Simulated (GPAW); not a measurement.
## Screening of a field by Y2NS2 MXene monolayer

Aim: the dipole that a field along the normal induces in Y2NS2 MXene monolayer.

Program: GPAW 26.7.0. Level of theory: GPAW, PAW setups; layer in a repeated cell with vacuum, relaxation of atoms and in-plane cell, in the first sound run; inputs show where later runs differ. Results are calculated unless marked as measured.

## Step 1: The structure

The cell holds 5 atoms: 2 S, 2 Y and 1 N. Its edges and angles: a = 3.406 Å, b = 3.406 Å, c = 22.561 Å, α = 90.0°, β = 90.0°, γ = 120.0°. Vacuum lies along c.

## Step 2: Relaxing the atoms

The atoms are relaxed first, since the surface dipole, and with it the work function, follows the positions of the outer layers.

run.py

```python
import json
import numpy as np
from ase import Atoms
from ase.filters import FrechetCellFilter
from ase.optimize import BFGS
from gpaw import GPAW, PW

slab = Atoms(
    ['S', 'Y', 'N', 'Y', 'S'],
    positions=[
        [-0.00000, 1.96661, 8.00000],
        [1.70313, 0.98330, 9.93651],
        [0.00000, 0.00000, 11.28053],
        [-0.00000, 1.96661, 12.62455],
        [1.70313, 0.98330, 14.56106]],
    cell=[[3.40626, 0.0, 0.0], [-1.70313, 2.94991, 0.0], [0.0, 0.0, 22.5611]],
    pbc=[True, True, True])

slab.calc = GPAW(mode=PW(600), xc='PBE', kpts={'size': (9, 9, 1), 'gamma': True},
                 occupations={'name': 'fermi-dirac', 'width': 0.05}, nbands='160%',
                 convergence={'density': 1e-05}, maxiter=200,
                 symmetry={'tolerance': 1e-3}, txt='slab.txt')
result = {}
# The in-plane cell is free; stress needs a cell that repeats along all three vectors
path = []
opt = BFGS(FrechetCellFilter(slab, mask=[1, 1, 0, 0, 0, 1]), maxstep=0.2)
opt.attach(lambda: path.append((slab.get_potential_energy(), slab.positions.tolist(), slab.get_forces().tolist())))
result['relaxed'] = bool(opt.run(fmax=0.02, steps=45))
result['path'] = path
result['cell'] = slab.cell.tolist()
print('in-plane lattice', slab.cell.cellpar().round(4)[[0, 1, 5]])
energy = slab.get_potential_energy()
fermi = slab.calc.get_fermi_level()
v = slab.calc.get_electrostatic_potential().mean((0, 1)) - fermi
n = slab.calc.get_pseudo_density().mean((0, 1))
L = slab.cell[2, 2]
z = np.arange(len(v)) * L / len(v)
low, high = slab.positions[:, 2].min(), slab.positions[:, 2].max()
below, above = np.interp([low - 5.8, high + 5.8], z, v)
slopes = [np.interp(x, z, np.gradient(v, z)) for x in (low - 5.8, high + 5.8)]
eps = np.array([[slab.calc.get_eigenvalues(k, s) for k in range(len(slab.calc.get_ibz_k_points()))]
                for s in range(slab.calc.get_number_of_spins())]) - fermi
top, bottom = eps[eps < 0].max(), eps[eps > 0].min()
dipole = slab.get_dipole_moment()[2]
print(f'energy {energy:.4f} eV, Fermi level {fermi:.4f} eV, dipole {dipole:.5f} e A')
print(f'potential 5.8 A off the faces, from the Fermi level: lower {below:.4f} eV, upper {above:.4f} eV')
print(f'slope of the potential there: lower {slopes[0]:.5f}, upper {slopes[1]:.5f} eV/A')
print(f'nearest levels on the mesh: {top:.4f} and {bottom:.4f} eV')
print('magnetic moment', round(slab.get_magnetic_moment(), 3))
result.update(energy=energy, fermi=fermi, dipole=dipole, below=below, above=above, slopes=slopes, edges=[top, bottom],
              z=z.tolist(), v=v.tolist(), n=n.tolist(), positions=slab.positions.tolist(),
              forces=slab.get_forces(apply_constraint=False).tolist(), moments=slab.get_magnetic_moments().tolist())
json.dump(result, open('result.json', 'w'))
```

On the command line:

```
$ OMP_NUM_THREADS=1 OPENBLAS_NUM_THREADS=1 python run.py
```

What it wrote:

```text
Step          Energy          fmax
BFGS:    0      -31.917401        2.066474
BFGS:    1      -32.084377        1.469940
BFGS:    2      -32.334029        0.908185
BFGS:    3      -32.371019        0.811240
BFGS:    4      -32.544828        0.436884
BFGS:    5      -32.577566        0.454803
BFGS:    6      -32.602816        0.410187
BFGS:    7      -32.626625        0.336350
BFGS:    8      -32.663384        0.267241
BFGS:    9      -32.692858        0.335794
BFGS:   10      -32.699304        0.199981
BFGS:   11      -32.698767        0.019005
in-plane lattice [  3.6759   3.6759 120.    ]
energy -32.6804 eV, Fermi level -2.4768 eV, dipole -0.00064 e A
potential 5.8 A off the faces, from the Fermi level: lower 7.2091 eV, upper 7.2114 eV
slope of the potential there: lower -0.00055, upper -0.00035 eV/A
nearest levels on the mesh: -0.0206 and 0.0710 eV
magnetic moment 0.0
```

Elapsed: 13 min, on 1 thread of Arm Neoverse V1, shared host; peak memory 0.44 GiB.

This step gave:

```
dipole along the normal                    : -6.44e-4 e·Å
levels nearest the Fermi level on the mesh : -0.02057, 0.07104 eV from the Fermi level
```

The electrostatic potential energy of an electron (without an applied field's), less the Fermi level, planar mean oscillates, so the rows of the table below give means over windows of 1.85 Å about each position, cut where the curve ends. Its maxima inside the range that stand out by 2 % of the span (Å: eV): 9.0: -2.96, 10.8: -2.33, 11.7: -2.33, 13.6: -2.96. Its minima: 8.3: -11.6, 9.9: -15.3, 11.3: -7.09, 12.7: -15.3, 14.3: -11.6.

The electrostatic potential energy of an electron (without an applied field's), less the Fermi level, planar mean by z; means over each step:

| z (Å) | electrostatic potential energy of an electron (without an applied field's), less the Fermi level, planar mean (eV) |
| --- | --- |
| 0.93 | 7.21 |
| 2.78 | 7.21 |
| 4.63 | 7.21 |
| 6.48 | 6.82 |
| 8.33 | -4.29 |
| 10.18 | -8.45 |
| 12.03 | -8.02 |
| 13.88 | -6.54 |
| 15.73 | 6.02 |
| 17.58 | 7.21 |
| 19.43 | 7.21 |
| 21.28 | 7.21 |

The pseudo valence density, planar mean oscillates, so the rows of the table below give means over windows of 1 Å about each position, cut where the curve ends. Its maxima inside the range that stand out by 2 % of the span (Å: e/Å³): 8.6: 0.374, 9.9: 0.789, 11.3: 0.492, 12.7: 0.789, 13.9: 0.374. Its minima: 9.0: 0.343, 10.6: 0.350, 12.0: 0.350, 13.6: 0.343.

The pseudo valence density, planar mean by z; means over each step:

| z (Å) | pseudo valence density, planar mean (e/Å³) |
| --- | --- |
| 4 | 3.7e-6 |
| 5 | 8.9e-5 |
| 6 | 0.00222 |
| 7 | 0.0531 |
| 8 | 0.285 |
| 9 | 0.383 |
| 10 | 0.621 |
| 11 | 0.426 |
| 12 | 0.445 |
| 13 | 0.575 |
| 14 | 0.343 |
| 15 | 0.185 |
| 16 | 0.0135 |
| 17 | 5.5e-4 |
| 18 | 2.2e-5 |

The relaxation lowered the energy of the cell by 0.779 eV (energies extrapolated to zero smearing; the optimiser's log prints free energies). The largest force left on a free atom is 0.019 eV/Å.

## Step 3: The slab's potential

The work function is the vacuum plateau of the electrostatic potential less the Fermi level; a dipole layer lets the two faces have plateaus of their own.

This step: GPAW, PAW setups; slab in vacuum (GPAW 26.7.0).

The cell differs from the one that the last finished run ended in (c 22.561 → 21.964 Å).

Changes to run.py since step 2:

```diff
@@ -3,4 +3,2 @@
 from ase import Atoms
-from ase.filters import FrechetCellFilter
-from ase.optimize import BFGS
 from gpaw import GPAW, PW
@@ -10,23 +8,16 @@
     positions=[
-        [-0.00000, 1.96661, 8.00000],
-        [1.70313, 0.98330, 9.93651],
-        [0.00000, 0.00000, 11.28053],
-        [-0.00000, 1.96661, 12.62455],
-        [1.70313, 0.98330, 14.56106]],
-    cell=[[3.40626, 0.0, 0.0], [-1.70313, 2.94991, 0.0], [0.0, 0.0, 22.5611]],
-    pbc=[True, True, True])
+        [0.00000, 2.12230, 8.00000],
+        [1.83796, 1.06114, 9.58148],
+        [0.00000, 0.00000, 10.98211],
+        [0.00000, 2.12230, 12.38273],
+        [1.83796, 1.06114, 13.96421]],
+    cell=[[3.67592, -0.0, 0.0], [-1.83796, 3.18344, 0.0], [0.0, 0.0, 21.9642]],
+    pbc=[True, True, False])
 
-slab.calc = GPAW(mode=PW(600), xc='PBE', kpts={'size': (9, 9, 1), 'gamma': True},
+slab.calc = GPAW(mode=PW(500), xc='PBE', kpts={'size': (9, 9, 1), 'gamma': True},
                  occupations={'name': 'fermi-dirac', 'width': 0.05}, nbands='160%',
                  convergence={'density': 1e-05}, maxiter=200,
+                 poissonsolver={'dipolelayer': 'xy'},
                  symmetry={'tolerance': 1e-3}, txt='slab.txt')
 result = {}
-# The in-plane cell is free; stress needs a cell that repeats along all three vectors
-path = []
-opt = BFGS(FrechetCellFilter(slab, mask=[1, 1, 0, 0, 0, 1]), maxstep=0.2)
-opt.attach(lambda: path.append((slab.get_potential_energy(), slab.positions.tolist(), slab.get_forces().tolist())))
-result['relaxed'] = bool(opt.run(fmax=0.02, steps=45))
-result['path'] = path
-result['cell'] = slab.cell.tolist()
-print('in-plane lattice', slab.cell.cellpar().round(4)[[0, 1, 5]])
 energy = slab.get_potential_energy()
```

What it wrote:

```text
energy -32.2542 eV, Fermi level -2.3458 eV, dipole 0.00020 e A
potential 5.8 A off the faces, from the Fermi level: lower 7.2112 eV, upper 7.2083 eV
slope of the potential there: lower -0.00029, upper 0.00029 eV/A
nearest levels on the mesh: -0.0201 and 0.0722 eV
magnetic moment 0.0
```

It took 47 s on 1 thread; peak memory 0.27 GiB.

This step gave:

```yaml
dipole_along_the_normal: 2.00e-4 e·Å
levels_nearest_the_fermi_level_on_the_mesh: -0.02013, 0.07222 eV from the Fermi level
upper_work_function: 7.208 eV
lower_work_function: 7.211 eV
```

The electrostatic potential energy of an electron (without an applied field's), less the Fermi level, planar mean oscillates, so the rows of the table below give means over windows of 1.83 Å about each position, cut where the curve ends. Its maxima inside the range that stand out by 2 % of the span (Å: eV): 8.7: -2.96, 10.5: -2.31, 11.4: -2.31, 13.3: -2.96. Its minima: 8.1: -11.6, 9.6: -15.3, 11.0: -7.13, 12.4: -15.3, 13.9: -11.6.

The electrostatic potential energy of an electron (without an applied field's), less the Fermi level, planar mean by z; means over each step:

| z (Å) | electrostatic potential energy of an electron (without an applied field's), less the Fermi level, planar mean (eV) |
| --- | --- |
| 0.92 | 7.21 |
| 2.75 | 7.21 |
| 4.58 | 7.21 |
| 6.41 | 6.44 |
| 8.23 | -5.55 |
| 10.07 | -8.43 |
| 11.89 | -8.42 |
| 13.73 | -5.57 |
| 15.55 | 6.42 |
| 17.38 | 7.21 |
| 19.21 | 7.21 |
| 21.05 | 7.21 |

The pseudo valence density, planar mean oscillates, so the rows of the table below give means over windows of 1 Å about each position, cut where the curve ends. Its maxima inside the range that stand out by 2 % of the span (Å: e/Å³): 8.4: 0.371, 9.5: 0.779, 11.0: 0.489, 12.4: 0.779, 13.5: 0.371. Its minima: 8.8: 0.345, 10.4: 0.348, 11.5: 0.348, 13.2: 0.345.

Pseudo valence density, planar mean against z; means over each step:

| z (Å) | pseudo valence density, planar mean (e/Å³) |
| --- | --- |
| 4 | 9.6e-6 |
| 5 | 2.3e-4 |
| 6 | 0.00603 |
| 7 | 0.112 |
| 8 | 0.330 |
| 9 | 0.471 |
| 10 | 0.534 |
| 11 | 0.438 |
| 12 | 0.546 |
| 13 | 0.459 |
| 14 | 0.326 |
| 15 | 0.104 |
| 16 | 0.00535 |
| 17 | 2.1e-4 |
| 18 | 8.6e-6 |

The potential is flat to 2.9e-4 eV/Å where it is read, so the vacuum is wide enough.

## Step 4: In a field

A uniform field along the normal polarises the slab; the atoms stay fixed, so this is the electronic response alone.

Changes to run.py since step 3:

```diff
@@ -4,2 +4,3 @@
 from gpaw import GPAW, PW
+from gpaw.external import ConstantElectricField
 
@@ -20,2 +21,3 @@
                  poissonsolver={'dipolelayer': 'xy'},
+                 external=ConstantElectricField(-0.2, [0, 0, 1]),
                  symmetry={'tolerance': 1e-3}, txt='slab.txt')
```

What it wrote:

```text
energy -32.2643 eV, Fermi level -2.3467 eV, dipole -0.10115 e A
potential 5.8 A off the faces, from the Fermi level: lower 6.4292 eV, upper 7.9935 eV
slope of the potential there: lower -0.00078, upper -0.00020 eV/A
nearest levels on the mesh: -0.0202 and 0.0722 eV
magnetic moment 0.0
```

Wall time 3.2 min (1 thread); peak memory 0.45 GiB.

Numbers from this step:

- dipole along the normal: -0.1011 e·Å
- levels nearest the Fermi level on the mesh: -0.02023, 0.07224 eV from the Fermi level
- potential below the slab, the applied field's own ramp left out: 6.429 eV from the Fermi level
- potential above the slab, the applied field's own ramp left out: 7.993 eV from the Fermi level

Electrostatic potential energy of an electron (without an applied field's), less the Fermi level, planar mean against z:

| z (Å) | electrostatic potential energy of an electron (without an applied field's), less the Fermi level, planar mean (eV) |
| --- | --- |
| 0.0 | 7.21 |
| 0.5 | 6.43 |
| 1.0 | 6.43 |
| 1.5 | 6.43 |
| 2.0 | 6.43 |
| 2.5 | 6.43 |
| 3.0 | 6.43 |
| 3.5 | 6.43 |
| 4.0 | 6.43 |
| 4.5 | 6.43 |
| 5.0 | 6.43 |
| 5.5 | 6.42 |
| 6.0 | 6.37 |
| 6.5 | 6.12 |
| 7.0 | 4.82 |
| 7.5 | -0.988 |
| 8.0 | -12.1 |
| 8.5 | -4.50 |
| 9.0 | -6.28 |
| 9.5 | -15.3 |
| 10.0 | -9.16 |
| 10.5 | -2.44 |
| 11.0 | -7.01 |
| 11.5 | -2.29 |
| 12.0 | -9.56 |
| 12.5 | -14.3 |
| 13.0 | -4.87 |
| 13.5 | -3.98 |
| 14.0 | -10.8 |
| 14.5 | 1.05 |
| 15.0 | 6.48 |
| 15.5 | 7.68 |
| 16.0 | 7.93 |
| 16.5 | 7.98 |
| 17.0 | 7.99 |
| 17.5 | 7.99 |
| 18.0 | 7.99 |
| 18.5 | 7.99 |
| 19.0 | 7.99 |
| 19.5 | 7.99 |
| 20.0 | 7.99 |
| 20.5 | 7.99 |
| 21.0 | 7.99 |
| 21.5 | 7.99 |

The dipole is now -0.101 e Å, against 2.0e-4 in the run without a field.

## Step 5: In a field

Changes to run.py since step 4:

```diff
@@ -21,3 +21,3 @@
                  poissonsolver={'dipolelayer': 'xy'},
-                 external=ConstantElectricField(-0.2, [0, 0, 1]),
+                 external=ConstantElectricField(-0.1, [0, 0, 1]),
                  symmetry={'tolerance': 1e-3}, txt='slab.txt')
```

What it wrote:

```text
energy -32.2567 eV, Fermi level -2.3461 eV, dipole -0.05057 e A
potential 5.8 A off the faces, from the Fermi level: lower 6.8190 eV, upper 7.6012 eV
slope of the potential there: lower -0.00053, upper 0.00005 eV/A
nearest levels on the mesh: -0.0202 and 0.0722 eV
magnetic moment 0.0
```

The job ended after 3.2 min (1 thread; peak memory 0.46 GiB).

This step gave:

- dipole along the normal: -0.05057 e·Å
- levels nearest the Fermi level on the mesh: -0.02016, 0.07222 eV from the Fermi level
- potential below the slab, the applied field's own ramp left out: 6.819 eV from the Fermi level
- potential above the slab, the applied field's own ramp left out: 7.601 eV from the Fermi level

Table of electrostatic potential energy of an electron (without an applied field's), less the Fermi level, planar mean by z:

| z (Å) | electrostatic potential energy of an electron (without an applied field's), less the Fermi level, planar mean (eV) |
| --- | --- |
| 0.0 | 7.21 |
| 0.5 | 6.82 |
| 1.0 | 6.82 |
| 1.5 | 6.82 |
| 2.0 | 6.82 |
| 2.5 | 6.82 |
| 3.0 | 6.82 |
| 3.5 | 6.82 |
| 4.0 | 6.82 |
| 4.5 | 6.82 |
| 5.0 | 6.82 |
| 5.5 | 6.81 |
| 6.0 | 6.76 |
| 6.5 | 6.50 |
| 7.0 | 5.19 |
| 7.5 | -0.650 |
| 8.0 | -11.8 |
| 8.5 | -4.25 |
| 9.0 | -6.08 |
| 9.5 | -15.1 |
| 10.0 | -9.06 |
| 10.5 | -2.39 |
| 11.0 | -7.01 |
| 11.5 | -2.34 |
| 12.0 | -9.66 |
| 12.5 | -14.5 |
| 13.0 | -5.07 |
| 13.5 | -4.23 |
| 14.0 | -11.1 |
| 14.5 | 0.714 |
| 15.0 | 6.11 |
| 15.5 | 7.30 |
| 16.0 | 7.54 |
| 16.5 | 7.59 |
| 17.0 | 7.60 |
| 17.5 | 7.60 |
| 18.0 | 7.60 |
| 18.5 | 7.60 |
| 19.0 | 7.60 |
| 19.5 | 7.60 |
| 20.0 | 7.60 |
| 20.5 | 7.60 |
| 21.0 | 7.60 |
| 21.5 | 7.60 |

The dipole is now -0.0506 e Å, against 2.0e-4 in the run without a field.

## Step 6: Field on

Changes to run.py since step 5:

```diff
@@ -21,3 +21,3 @@
                  poissonsolver={'dipolelayer': 'xy'},
-                 external=ConstantElectricField(-0.1, [0, 0, 1]),
+                 external=ConstantElectricField(-0.05, [0, 0, 1]),
                  symmetry={'tolerance': 1e-3}, txt='slab.txt')
```

What it wrote:

```text
energy -32.2548 eV, Fermi level -2.3459 eV, dipole -0.02528 e A
potential 5.8 A off the faces, from the Fermi level: lower 7.0143 eV, upper 7.4053 eV
slope of the potential there: lower -0.00041, upper 0.00017 eV/A
nearest levels on the mesh: -0.0201 and 0.0722 eV
magnetic moment 0.0
```

The job ended after 3.2 min (1 thread; peak memory 0.46 GiB).

## Step 7: Field on

Changes to run.py since step 6:

```diff
@@ -21,3 +21,3 @@
                  poissonsolver={'dipolelayer': 'xy'},
-                 external=ConstantElectricField(-0.05, [0, 0, 1]),
+                 external=ConstantElectricField(0.05, [0, 0, 1]),
                  symmetry={'tolerance': 1e-3}, txt='slab.txt')
```

What it wrote:

```text
energy -32.2548 eV, Fermi level -2.3459 eV, dipole 0.02528 e A
potential 5.8 A off the faces, from the Fermi level: lower 7.4053 eV, upper 7.0143 eV
slope of the potential there: lower -0.00017, upper 0.00041 eV/A
nearest levels on the mesh: -0.0201 and 0.0722 eV
magnetic moment 0.0
```

It took 3.2 min on 1 thread; peak memory 0.46 GiB.

## Step 8: In a field

Changes to run.py since step 7:

```diff
@@ -21,3 +21,3 @@
                  poissonsolver={'dipolelayer': 'xy'},
-                 external=ConstantElectricField(0.05, [0, 0, 1]),
+                 external=ConstantElectricField(0.1, [0, 0, 1]),
                  symmetry={'tolerance': 1e-3}, txt='slab.txt')
```

What it wrote:

```text
energy -32.2567 eV, Fermi level -2.3461 eV, dipole 0.05057 e A
potential 5.8 A off the faces, from the Fermi level: lower 7.6012 eV, upper 6.8190 eV
slope of the potential there: lower -0.00005, upper 0.00053 eV/A
nearest levels on the mesh: -0.0202 and 0.0722 eV
magnetic moment 0.0
```

It took 3.2 min on 1 thread; peak memory 0.46 GiB.

Table of electrostatic potential energy of an electron (without an applied field's), less the Fermi level, planar mean by z:

z (Å), electrostatic potential energy of an electron (without an applied field's), less the Fermi level, planar mean (eV) and a bar from the least value:
```
      0.0        7.2 #############################
      0.5        7.6 ##############################
      1.0        7.6 ##############################
      1.5        7.6 ##############################
      2.0        7.6 ##############################
      2.5        7.6 ##############################
      3.0        7.6 ##############################
      3.5        7.6 ##############################
      4.0        7.6 ##############################
      4.5        7.6 ##############################
      5.0        7.6 ##############################
      5.5        7.6 ##############################
      6.0        7.5 ##############################
      6.5        7.3 ##############################
      7.0        5.9 ############################
      7.5        0.0 ####################
      8.0      -11.2 #####
      8.5       -3.8 ###############
      9.0       -5.7 ############
      9.5      -14.8 
     10.0       -8.9 ########
     10.5       -2.3 #################
     11.0       -7.0 ##########
     11.5       -2.4 #################
     12.0       -9.9 #######
     12.5      -14.8 
     13.0       -5.5 #############
     13.5       -4.7 #############
     14.0      -11.7 ####
     14.5        0.0 ####################
     15.0        5.4 ###########################
     15.5        6.5 #############################
     16.0        6.8 #############################
     16.5        6.8 #############################
     17.0        6.8 #############################
     17.5        6.8 #############################
     18.0        6.8 #############################
     18.5        6.8 #############################
     19.0        6.8 #############################
     19.5        6.8 #############################
     20.0        6.8 #############################
     20.5        6.8 #############################
     21.0        6.8 #############################
     21.5        6.8 #############################
```

The dipole is now 0.0506 e Å, against 2.0e-4 in the run without a field.

## Step 9: In a field

Changes to run.py since step 8:

```diff
@@ -21,3 +21,3 @@
                  poissonsolver={'dipolelayer': 'xy'},
-                 external=ConstantElectricField(0.1, [0, 0, 1]),
+                 external=ConstantElectricField(0.2, [0, 0, 1]),
                  symmetry={'tolerance': 1e-3}, txt='slab.txt')
```

What it wrote:

```text
energy -32.2643 eV, Fermi level -2.3467 eV, dipole 0.10115 e A
potential 5.8 A off the faces, from the Fermi level: lower 7.9935 eV, upper 6.4292 eV
slope of the potential there: lower 0.00020, upper 0.00078 eV/A
nearest levels on the mesh: -0.0202 and 0.0722 eV
magnetic moment 0.0
```

Wall time 3.2 min (1 thread); peak memory 0.46 GiB.

The electrostatic potential energy of an electron (without an applied field's), less the Fermi level, planar mean oscillates, so the rows of the table below give means over windows of 1 Å about each position, cut where the curve ends. Its maxima inside the range that stand out by 2 % of the span (Å: eV): 0.9: 7.99, 8.7: -2.51, 10.5: -2.22, 11.4: -2.40, 13.3: -3.42. Its minima: 8.1: -11.0, 9.6: -15.0, 11.0: -7.13, 12.4: -15.5, 13.9: -12.2.

The electrostatic potential energy of an electron (without an applied field's), less the Fermi level, planar mean by z; means over each step:

| z (Å) | electrostatic potential energy of an electron (without an applied field's), less the Fermi level, planar mean (eV) |
| --- | --- |
| 0 | 7.70 |
| 1 | 7.99 |
| 2 | 7.99 |
| 3 | 7.99 |
| 4 | 7.99 |
| 5 | 7.99 |
| 6 | 7.89 |
| 7 | 5.56 |
| 8 | -6.82 |
| 9 | -6.89 |
| 10 | -8.78 |
| 11 | -4.39 |
| 12 | -9.61 |
| 13 | -7.32 |
| 14 | -7.83 |
| 15 | 4.32 |
| 16 | 6.35 |
| 17 | 6.43 |
| 18 | 6.43 |
| 19 | 6.43 |
| 20 | 6.43 |
| 21 | 6.43 |

The dipole is now 0.101 e Å, against 2.0e-4 in the run without a field.

(Part 1 of 2 ends here.)

[Logs are printed without paths, hosts, clocks, repeated set-up lines and the standing remarks that a program may print on its own settings, such as how far it seeks lower states.]

[Hosts, paths, dates, database ids (printed as entryN), source tags and the programs' standing remarks are cut or masked in the printed files.]
